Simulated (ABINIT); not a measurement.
# CsSnH3 (Pm-3m): zone-centre phonons, part 4 of 4

Which modes does CsSnH3 (Pm-3m) have at the zone centre?

ABINIT 10.8.3; DFT PBE, scalar-relativistic, plane waves, PseudoDojo norm-conserving pseudopotentials.

So far. Step 7 (Zone-centre response): The acoustic modes at Γ come out as far as 0.3 cm⁻¹ from zero, where they should vanish, a small numerical error. The lowest optical mode is imaginary, 1243i cm⁻¹, an instability at this level and on this k mesh. Step 8 (Zone-centre analysis): The rule moves no optical mode by more than 0.1 cm⁻¹. The relaxed cell has a = 4.518 Å (conventional setting).

The structure was built from a prototype and need not be the compound's stable phase.

## 9. Sum rules set otherwise (asr 0)

Without the rule the raw error of the acoustic modes shows.

Contents of anaddb.abi:

```
ddb_filepath "gamma_DDB"
output_file "anaddb.abo"
outdata_prefix "anaddb"
asr 0
chneut 0
enunit 2
eivec 1
nph1l 1
qph1l 0.0 0.0 0.0 1.0
```

Contents of mrgddb.in:

```
gamma_DDB
merged
2
dfpt_gammao_DDB
gso_DDB
```

Run with:

```console
$ mrgddb < mrgddb.in > mrgddb.log
$ OMP_NUM_THREADS=1 anaddb anaddb.abi > anaddb.log
```

anaddb.abo, the main output file:

```text
-outvars_anaddb: echo values of input variables ----------------------

 Miscellaneous information :
      enunit         2
       eivec         1
      chneut         0
 First list of wavevector (reduced coord.) :
       nph1l         1
       qph1l
                     0.00000000E+00  0.00000000E+00  0.00000000E+00    1.000E+00

================================================================================

 read the DDB information and perform some checks

  ==== Info on the Cryst% object ====
 Real(R)+Recip(G) space primitive vectors, cartesian coordinates (Bohr,Bohr^-1):
 R(1)=  8.5369342  0.0000000  0.0000000  G(1)=  0.1171381  0.0000000  0.0000000
 R(2)=  0.0000000  8.5369342  0.0000000  G(2)=  0.0000000  0.1171381  0.0000000
 R(3)=  0.0000000  0.0000000  8.5369342  G(3)=  0.0000000  0.0000000  0.1171381
 Unit cell volume ucvol=  6.2216533E+02 bohr^3
 Angles (23,13,12)=  9.00000000E+01  9.00000000E+01  9.00000000E+01 degrees
 Time-reversal symmetry is present
 Reduced atomic positions [iatom, xred, symbol]:
    1)    0.0000000  0.0000000  0.0000000  Cs
    2)    0.5000000  0.5000000  0.5000000  Sn
    3)    0.5000000  0.5000000  0.0000000   H
    4)    0.5000000  0.0000000  0.5000000   H
    5)    0.0000000  0.5000000  0.5000000   H

 DDB file with 3 blocks has been read.

================================================================================

 Treat the first list of vectors

  Phonon wavevector (reduced coordinates) :  0.00000  0.00000  0.00000
 Phonon energies in Hartree :
  -5.662980E-03 -5.662980E-03 -5.662980E-03  1.277218E-06  1.277220E-06
   1.277225E-06  3.559050E-04  3.559050E-04  3.559050E-04  2.577297E-03
   2.577297E-03  2.577297E-03  2.712720E-03  2.712720E-03  2.712720E-03
 Phonon energies in meV     :
- -1.540975E+02 -1.540975E+02 -1.540975E+02  3.475487E-02  3.475492E-02
-  3.475507E-02  9.684667E+00  9.684667E+00  9.684667E+00  7.013184E+01
-  7.013184E+01  7.013184E+01  7.381687E+01  7.381687E+01  7.381687E+01
 Phonon frequencies in cm-1    :
- -1.242881E+03 -1.242881E+03 -1.242881E+03  2.803169E-01  2.803173E-01
-  2.803185E-01  7.811211E+01  7.811211E+01  7.811211E+01  5.656514E+02
-  5.656514E+02  5.656514E+02  5.953732E+02  5.953732E+02  5.953732E+02
 Phonon frequencies in Thz     :
- -3.726062E+01 -3.726062E+01 -3.726062E+01  8.403690E-03  8.403702E-03
-  8.403737E-03  2.341742E+00  2.341742E+00  2.341742E+00  1.695780E+01
-  1.695780E+01  1.695780E+01  1.784884E+01  1.784884E+01  1.784884E+01
 Phonon energies in Kelvin  :
- -1.788228E+03 -1.788228E+03 -1.788228E+03  4.033135E-01  4.033141E-01
-  4.033158E-01  1.123859E+02  1.123859E+02  1.123859E+02  8.138462E+02
-  8.138462E+02  8.138462E+02  8.566093E+02  8.566093E+02  8.566093E+02

 Eigendisplacements
 (will be given, for each mode : in cartesian coordinates
   for each atom the real part of the displacement vector,
   then the imaginary part of the displacement vector - absolute values smaller than 1.0d-7 are set to zero)
  Mode number    1   Energy   -5.662980E-03
 Attention : low frequency mode.
   (Could be unstable or acoustic mode)
-  1  2.62162497E-05  0.00000000E+00  0.00000000E+00
-     0.00000000E+00  0.00000000E+00  0.00000000E+00
-  2  1.45019950E-04  0.00000000E+00  0.00000000E+00
-     0.00000000E+00  0.00000000E+00  0.00000000E+00
-  3  1.33017267E-03  0.00000000E+00  0.00000000E+00
-     0.00000000E+00  0.00000000E+00  0.00000000E+00
-  4  1.33017267E-03 -1.61191771E-06  0.00000000E+00
-     0.00000000E+00  0.00000000E+00  0.00000000E+00
-  5 -2.31981088E-02  0.00000000E+00  0.00000000E+00
-     0.00000000E+00  0.00000000E+00  0.00000000E+00
  Mode number    2   Energy   -5.662980E-03
 Attention : low frequency mode.
   (Could be unstable or acoustic mode)
-  1  0.00000000E+00 -2.62162497E-05  0.00000000E+00
-     0.00000000E+00  0.00000000E+00  0.00000000E+00
-  2  0.00000000E+00 -1.45019950E-04  0.00000000E+00
-     0.00000000E+00  0.00000000E+00  0.00000000E+00
-  3  0.00000000E+00 -1.33017267E-03  0.00000000E+00
-     0.00000000E+00  0.00000000E+00  0.00000000E+00
-  4  0.00000000E+00  2.31981088E-02  0.00000000E+00
-     0.00000000E+00  0.00000000E+00  0.00000000E+00
-  5 -1.61191771E-06 -1.33017267E-03  0.00000000E+00
-     0.00000000E+00  0.00000000E+00  0.00000000E+00
  Mode number    3   Energy   -5.662980E-03
 Attention : low frequency mode.
   (Could be unstable or acoustic mode)
-  1  0.00000000E+00  0.00000000E+00  2.62162498E-05
-     0.00000000E+00  0.00000000E+00  0.00000000E+00
-  2  0.00000000E+00  0.00000000E+00  1.45019951E-04
-     0.00000000E+00  0.00000000E+00  0.00000000E+00
-  3  0.00000000E+00  0.00000000E+00 -2.31981089E-02
-     0.00000000E+00  0.00000000E+00  0.00000000E+00
-  4  0.00000000E+00  0.00000000E+00  1.33017267E-03
-     0.00000000E+00  0.00000000E+00  0.00000000E+00
-  5  0.00000000E+00  0.00000000E+00  1.33017267E-03
-     0.00000000E+00  0.00000000E+00  0.00000000E+00
  Mode number    4   Energy    1.277218E-06
 Attention : low frequency mode.
   (Could be unstable or acoustic mode)
-  1  0.00000000E+00  0.00000000E+00 -1.46686850E-03
-     0.00000000E+00  0.00000000E+00  0.00000000E+00
-  2  0.00000000E+00  0.00000000E+00 -1.46875761E-03
-     0.00000000E+00  0.00000000E+00  0.00000000E+00
-  3  0.00000000E+00  0.00000000E+00 -1.46835803E-03
-     0.00000000E+00  0.00000000E+00  0.00000000E+00
-  4  0.00000000E+00  0.00000000E+00 -1.46840339E-03
-     0.00000000E+00  0.00000000E+00  0.00000000E+00
-  5  0.00000000E+00  0.00000000E+00 -1.46840339E-03
-     0.00000000E+00  0.00000000E+00  0.00000000E+00
  Mode number    5   Energy    1.277220E-06
 Attention : low frequency mode.
   (Could be unstable or acoustic mode)
-  1  0.00000000E+00  1.46686849E-03  0.00000000E+00
-     0.00000000E+00  0.00000000E+00  0.00000000E+00
-  2  0.00000000E+00  1.46875760E-03  0.00000000E+00
-     0.00000000E+00  0.00000000E+00  0.00000000E+00
-  3  0.00000000E+00  1.46840338E-03  0.00000000E+00
-     0.00000000E+00  0.00000000E+00  0.00000000E+00
-  4  0.00000000E+00  1.46835802E-03  0.00000000E+00
-     0.00000000E+00  0.00000000E+00  0.00000000E+00
-  5  0.00000000E+00  1.46840338E-03  0.00000000E+00
-     0.00000000E+00  0.00000000E+00  0.00000000E+00
  Mode number    6   Energy    1.277225E-06
 Attention : low frequency mode.
   (Could be unstable or acoustic mode)
-  1  1.46686849E-03  0.00000000E+00  0.00000000E+00
-     0.00000000E+00  0.00000000E+00  0.00000000E+00
-  2  1.46875760E-03  0.00000000E+00  0.00000000E+00
-     0.00000000E+00  0.00000000E+00  0.00000000E+00
-  3  1.46840338E-03  0.00000000E+00  0.00000000E+00
-     0.00000000E+00  0.00000000E+00  0.00000000E+00
-  4  1.46840338E-03  0.00000000E+00  0.00000000E+00
-     0.00000000E+00  0.00000000E+00  0.00000000E+00
-  5  1.46835802E-03  0.00000000E+00  0.00000000E+00
-     0.00000000E+00  0.00000000E+00  0.00000000E+00
  Mode number    7   Energy    3.559050E-04
-  1  0.00000000E+00  0.00000000E+00 -1.40459332E-03
-     0.00000000E+00  0.00000000E+00  0.00000000E+00
-  2  0.00000000E+00  0.00000000E+00  1.54475102E-03
-     0.00000000E+00  0.00000000E+00  0.00000000E+00
-  3  0.00000000E+00  0.00000000E+00  1.04240873E-03
-     0.00000000E+00  0.00000000E+00  0.00000000E+00
-  4  0.00000000E+00  0.00000000E+00  9.97413953E-04
-     0.00000000E+00  0.00000000E+00  0.00000000E+00
-  5  0.00000000E+00  0.00000000E+00  9.97413953E-04
-     0.00000000E+00  0.00000000E+00  0.00000000E+00
  Mode number    8   Energy    3.559050E-04
-  1  2.00916387E-07 -1.40459331E-03  0.00000000E+00
-     0.00000000E+00  0.00000000E+00  0.00000000E+00
-  2 -2.20964879E-07  1.54475100E-03  0.00000000E+00
-     0.00000000E+00  0.00000000E+00  0.00000000E+00
-  3 -1.42672477E-07  9.97413943E-04  0.00000000E+00
-     0.00000000E+00  0.00000000E+00  0.00000000E+00
-  4 -1.42672477E-07  1.04240871E-03  0.00000000E+00
-     0.00000000E+00  0.00000000E+00  0.00000000E+00
-  5 -1.49108637E-07  9.97413943E-04  0.00000000E+00
-     0.00000000E+00  0.00000000E+00  0.00000000E+00
  Mode number    9   Energy    3.559050E-04
-  1  1.40459331E-03  2.00916398E-07  0.00000000E+00
-     0.00000000E+00  0.00000000E+00  0.00000000E+00
-  2 -1.54475100E-03 -2.20964892E-07  0.00000000E+00
-     0.00000000E+00  0.00000000E+00  0.00000000E+00
-  3 -9.97413943E-04 -1.42672485E-07  0.00000000E+00
-     0.00000000E+00  0.00000000E+00  0.00000000E+00
-  4 -9.97413943E-04 -1.49108645E-07  0.00000000E+00
-     0.00000000E+00  0.00000000E+00  0.00000000E+00
-  5 -1.04240871E-03 -1.42672485E-07  0.00000000E+00
-     0.00000000E+00  0.00000000E+00  0.00000000E+00
  Mode number   10   Energy    2.577297E-03
-  1  0.00000000E+00  0.00000000E+00  0.00000000E+00
-     0.00000000E+00  0.00000000E+00  0.00000000E+00
-  2  0.00000000E+00  0.00000000E+00  0.00000000E+00
-     0.00000000E+00  0.00000000E+00  0.00000000E+00
-  3  0.00000000E+00  0.00000000E+00  0.00000000E+00
-     0.00000000E+00  0.00000000E+00  0.00000000E+00
-  4  0.00000000E+00  0.00000000E+00 -1.64963405E-02
-     0.00000000E+00  0.00000000E+00  0.00000000E+00
-  5  0.00000000E+00  0.00000000E+00  1.64963405E-02
-     0.00000000E+00  0.00000000E+00  0.00000000E+00
  Mode number   11   Energy    2.577297E-03
-  1  0.00000000E+00  0.00000000E+00  0.00000000E+00
-     0.00000000E+00  0.00000000E+00  0.00000000E+00
-  2  0.00000000E+00  0.00000000E+00  0.00000000E+00
-     0.00000000E+00  0.00000000E+00  0.00000000E+00
-  3  5.00152662E-07  1.64963404E-02  0.00000000E+00
-     0.00000000E+00  0.00000000E+00  0.00000000E+00
-  4 -5.00152662E-07  0.00000000E+00  0.00000000E+00
-     0.00000000E+00  0.00000000E+00  0.00000000E+00
-  5  0.00000000E+00 -1.64963404E-02  0.00000000E+00
-     0.00000000E+00  0.00000000E+00  0.00000000E+00
  Mode number   12   Energy    2.577297E-03
-  1  0.00000000E+00  0.00000000E+00  0.00000000E+00
-     0.00000000E+00  0.00000000E+00  0.00000000E+00
-  2  0.00000000E+00  0.00000000E+00  0.00000000E+00
-     0.00000000E+00  0.00000000E+00  0.00000000E+00
-  3  1.64963404E-02 -5.00152662E-07  0.00000000E+00
-     0.00000000E+00  0.00000000E+00  0.00000000E+00
-  4 -1.64963404E-02  0.00000000E+00  0.00000000E+00
-     0.00000000E+00  0.00000000E+00  0.00000000E+00
-  5  0.00000000E+00  5.00152662E-07  0.00000000E+00
-     0.00000000E+00  0.00000000E+00  0.00000000E+00
  Mode number   13   Energy    2.712720E-03
-  1  0.00000000E+00  0.00000000E+00 -4.81977600E-05
-     0.00000000E+00  0.00000000E+00  0.00000000E+00
-  2  0.00000000E+00  0.00000000E+00 -2.37994723E-04
-     0.00000000E+00  0.00000000E+00  0.00000000E+00
-  3  0.00000000E+00  8.74847098E-07  1.69220292E-03
-     0.00000000E+00  0.00000000E+00  0.00000000E+00
-  4  0.00000000E+00  0.00000000E+00  1.63465239E-02
-     0.00000000E+00  0.00000000E+00  0.00000000E+00
-  5  0.00000000E+00  8.74847098E-07  1.63465239E-02
-     0.00000000E+00  0.00000000E+00  0.00000000E+00
  Mode number   14   Energy    2.712720E-03
-  1  0.00000000E+00 -4.81977597E-05  0.00000000E+00
-     0.00000000E+00  0.00000000E+00  0.00000000E+00
-  2  0.00000000E+00 -2.37994721E-04  0.00000000E+00
-     0.00000000E+00  0.00000000E+00  0.00000000E+00
-  3 -1.85127910E-06  1.63465238E-02  0.00000000E+00
-     0.00000000E+00  0.00000000E+00  0.00000000E+00
-  4 -1.85127910E-06  1.69220291E-03 -8.74857265E-07
-     0.00000000E+00  0.00000000E+00  0.00000000E+00
-  5 -1.91645631E-07  1.63465238E-02 -8.74857265E-07
-     0.00000000E+00  0.00000000E+00  0.00000000E+00
  Mode number   15   Energy    2.712720E-03
-  1  4.81977598E-05  0.00000000E+00  0.00000000E+00
-     0.00000000E+00  0.00000000E+00  0.00000000E+00
-  2  2.37994722E-04  0.00000000E+00  0.00000000E+00
-     0.00000000E+00  0.00000000E+00  0.00000000E+00
-  3 -1.63465239E-02 -1.85128390E-06  0.00000000E+00
-     0.00000000E+00  0.00000000E+00  0.00000000E+00
-  4 -1.63465239E-02 -1.91646128E-07  0.00000000E+00
-     0.00000000E+00  0.00000000E+00  0.00000000E+00
-  5 -1.69220291E-03 -1.85128390E-06  0.00000000E+00
-     0.00000000E+00  0.00000000E+00  0.00000000E+00

 Analysis of degeneracies and characters (maximum tolerance=1.00E-06 a.u.)
 For each vibration mode, or group of modes if degenerate,
 the characters are given for each symmetry operation (see the list in the log file).
 Symmetry characters of vibration mode #   1
       degenerate with vibration modes #   2 to    3
  3.0 -3.0 -1.0  1.0 -1.0  1.0 -1.0  1.0  1.0 -1.0 -1.0  1.0  1.0 -1.0 -1.0  1.0
  0.0 -0.0  0.0 -0.0 -0.0  0.0 -0.0  0.0  1.0 -1.0 -1.0  1.0 -1.0  1.0  1.0 -1.0
  0.0 -0.0 -0.0  0.0 -0.0  0.0  0.0 -0.0  1.0 -1.0  1.0 -1.0 -1.0  1.0 -1.0  1.0
 Symmetry characters of vibration mode #   4
       degenerate with vibration modes #   5 to    6
  3.0 -3.0 -1.0  1.0 -1.0  1.0 -1.0  1.0  1.0 -1.0 -1.0  1.0  1.0 -1.0 -1.0  1.0
 -0.0  0.0 -0.0  0.0  0.0 -0.0  0.0 -0.0  1.0 -1.0 -1.0  1.0 -1.0  1.0  1.0 -1.0
 -0.0  0.0  0.0 -0.0  0.0 -0.0 -0.0  0.0  1.0 -1.0  1.0 -1.0 -1.0  1.0 -1.0  1.0
 Symmetry characters of vibration mode #   7
       degenerate with vibration modes #   8 to    9
  3.0 -3.0 -1.0  1.0 -1.0  1.0 -1.0  1.0  1.0 -1.0 -1.0  1.0  1.0 -1.0 -1.0  1.0
  0.0 -0.0  0.0 -0.0 -0.0  0.0 -0.0  0.0  1.0 -1.0 -1.0  1.0 -1.0  1.0  1.0 -1.0
  0.0 -0.0 -0.0  0.0 -0.0  0.0  0.0 -0.0  1.0 -1.0  1.0 -1.0 -1.0  1.0 -1.0  1.0
 Symmetry characters of vibration mode #  10
       degenerate with vibration modes #  11 to   12
  3.0 -3.0 -1.0  1.0 -1.0  1.0 -1.0  1.0 -1.0  1.0  1.0 -1.0 -1.0  1.0  1.0 -1.0
  0.0 -0.0  0.0 -0.0 -0.0  0.0 -0.0  0.0 -1.0  1.0  1.0 -1.0  1.0 -1.0 -1.0  1.0
  0.0 -0.0 -0.0  0.0 -0.0  0.0  0.0 -0.0 -1.0  1.0 -1.0  1.0  1.0 -1.0  1.0 -1.0
 Symmetry characters of vibration mode #  13
       degenerate with vibration modes #  14 to   15
  3.0 -3.0 -1.0  1.0 -1.0  1.0 -1.0  1.0  1.0 -1.0 -1.0  1.0  1.0 -1.0 -1.0  1.0
  0.0 -0.0  0.0 -0.0 -0.0  0.0 -0.0  0.0  1.0 -1.0 -1.0  1.0 -1.0  1.0  1.0 -1.0
  0.0 -0.0 -0.0  0.0 -0.0  0.0  0.0 -0.0  1.0 -1.0  1.0 -1.0 -1.0  1.0 -1.0  1.0
-
```

Elapsed: 0.49 s, on 1 thread of Arm Neoverse V2, shared host.

Zone-centre frequencies as printed; negative means imaginary. Modes:

```tsv
mode	frequency (cm⁻¹)
1	-1243
2	-1243
3	-1243
4	0.28
5	0.28
6	0.28
7	78.11
8	78.11
9	78.11
10	565.6
11	565.6
12	565.6
13	595.4
14	595.4
15	595.4
```

## 10. Outcome

| Property | Result |
| --- | --- |
| space group after relaxation | Pm-3m |
| volume per atom | 18.4 Å³ |
| highest optical zone-centre mode (no LO-TO term) | 595.4 cm⁻¹ |
| lowest optical zone-centre mode | -1243 cm⁻¹ |
| imaginary optical modes at the zone centre (no q mesh in this session) | yes |

What this shows: At the PBE level the optical modes of CsSnH3 (Pm-3m) at the zone centre run from 1243i to 595 cm⁻¹, so the structure is a saddle point, with 3 modes beyond 10i cm⁻¹ there. These are harmonic frequencies at zero temperature: anharmonic shifts and linewidths and thermal expansion are left out. Spin-orbit coupling is left out, which can matter for the heavy elements here. In a metal the frequencies hang on the k mesh and the smearing, most of all near Kohn anomalies. The structure is a hypothetical one, built on a prototype.

[Host names and launcher messages were left out of these logs when they were recorded.]

[Logs are printed without paths, hosts, clocks, repeated set-up lines and the standing remarks that a program may print on its own settings, such as how far it seeks lower states.]

[Hosts, paths, dates, database ids (printed as entryN), source tags and the programs' standing remarks are cut or masked in the printed files.]
